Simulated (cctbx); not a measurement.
# Interatomic vectors of Tb5Ru2S12

Space group C2/m (no. 12), a = 14.9720 Å, b = 7.2030 Å, c = 8.8250 Å, α = 90.00°, β = 106.78°, γ = 90.00°, content Tb10 Ru4 S24.

Simulated single-crystal data (cctbx): Ag Kα, λ = 0.56087 Å, to d = 0.65 Å, 50 % of the full sphere, strongest reflection 20000 counts, noise from counting, a 3 % proportional error and a noise floor of 15 counts (s.d.); no absorption, some extinction.

Patterson synthesis from sharpened amplitudes, origin scaled to 1000:

```text
Patterson group C 1 2/m 1
      u       v       w   height  length (A)
  0.000   0.000   0.000   1000.0     0.00
  0.189   0.500   0.326    470.6     4.96
  0.196   0.500   0.860    321.6     5.02
  0.115   0.500   0.814    290.6     4.50
  0.005   0.000   0.531    275.3     4.16
  0.122   0.500   0.346    209.4     4.74
  0.158   0.263   0.583    130.4     5.27
  0.152   0.254   0.078    128.9     2.85
  0.000   0.243   0.500     98.8     4.75
  0.191   0.257   0.826     91.6     4.06
  0.188   0.500   0.638     88.5     6.02
 -0.004   0.000   0.314     86.3     2.79
  0.040   0.244   0.265     82.6     2.84
  0.034   0.231   0.745     81.0     2.96
```

Q: Assign the vectors.

A peak at u stands for all pairs with xi − xj = u, with weight Σ ZiZj against Σ Z² = 56138 at the origin. Peak heights follow these weights only roughly, since form factors, motion and series ripples differ, all vectors within 0.55 Å of a peak are counted as merged into it though the farther ones add only part of their weight, and F(000) is left out, which lowers the whole map:

| u | v | w | shortest length (Å) | height | 1000 ΣZiZj/ΣZ² | pairs in the cell |
| --- | --- | --- | --- | --- | --- | --- |
| 0.189 | 0.500 | 0.326 | 4.96 | 471 | 338 | 4 × Tb–Tb, 8 × S–S |
| 0.196 | 0.500 | 0.860 | 4.36 | 322 | 338 | 4 × Tb–Tb, 8 × S–S |
| 0.115 | 0.500 | 0.814 | 4.50 | 291 | 301 | 4 × Tb–Tb |
| 0.005 | 0.000 | 0.531 | 4.16 | 275 | 374 | 4 × Tb–Tb, 16 × S–S |
| 0.122 | 0.500 | 0.346 | 4.73 | 209 | 151 | 2 × Tb–Tb |
| 0.158 | 0.263 | 0.583 | 5.27 | 130 | 222 | 12 × Tb–S |
| 0.152 | 0.254 | 0.078 | 2.85 | 129 | 222 | 12 × Tb–S |
| 0.000 | 0.243 | 0.500 | 4.75 | 99 | 204 | 4 × Tb–Ru |
| 0.191 | 0.257 | 0.826 | 4.06 | 92 | 204 | 4 × Tb–Ru |
| 0.188 | 0.500 | 0.638 | 4.84 | 88 | 74 | 4 × Tb–S |

The table stops at ten peaks or at a height of 45, below which ripples compete. In the model behind the data Tb, the heaviest element, has 3 independent sites: (0.6902, 0, 0.3265), (0.6954, 0, 0.8606) and (0, 0, 0), up to an allowed shift of origin; the Tb–Tb vectors are differences of these positions and their symmetry mates. The whole model:

| atom | mult. | x | y | z | Ueq (Å²) |
| --- | --- | --- | --- | --- | --- |
| Tb1 | 4 | 0.6902 | 0 | 0.3265 | 0.0233 |
| Tb2 | 4 | 0.6954 | 0 | 0.8606 | 0.0365 |
| Tb3 | 2 | 0 | 0 | 0 | 0.0210 |
| Ru1 | 4 | 0 | 0.2458 | 1/2 | 0.0478 |
| S1 | 4 | 0.5023 | 1/2 | 0.6861 | 0.0204 |
| S2 | 4 | 0.9999 | 1/2 | 0.3030 | 0.0399 |
| S3 | 8 | 0.6494 | 0.7504 | 0.0768 | 0.0425 |
| S4 | 8 | 0.8436 | 0.7348 | 0.4149 | 0.0373 |

This is a model crystal, built by substitution and not relaxed, with assumed displacement parameters.

[Logs are printed without paths, hosts, clocks, repeated set-up lines and the standing remarks that a program may print on its own settings, such as how far it seeks lower states.]
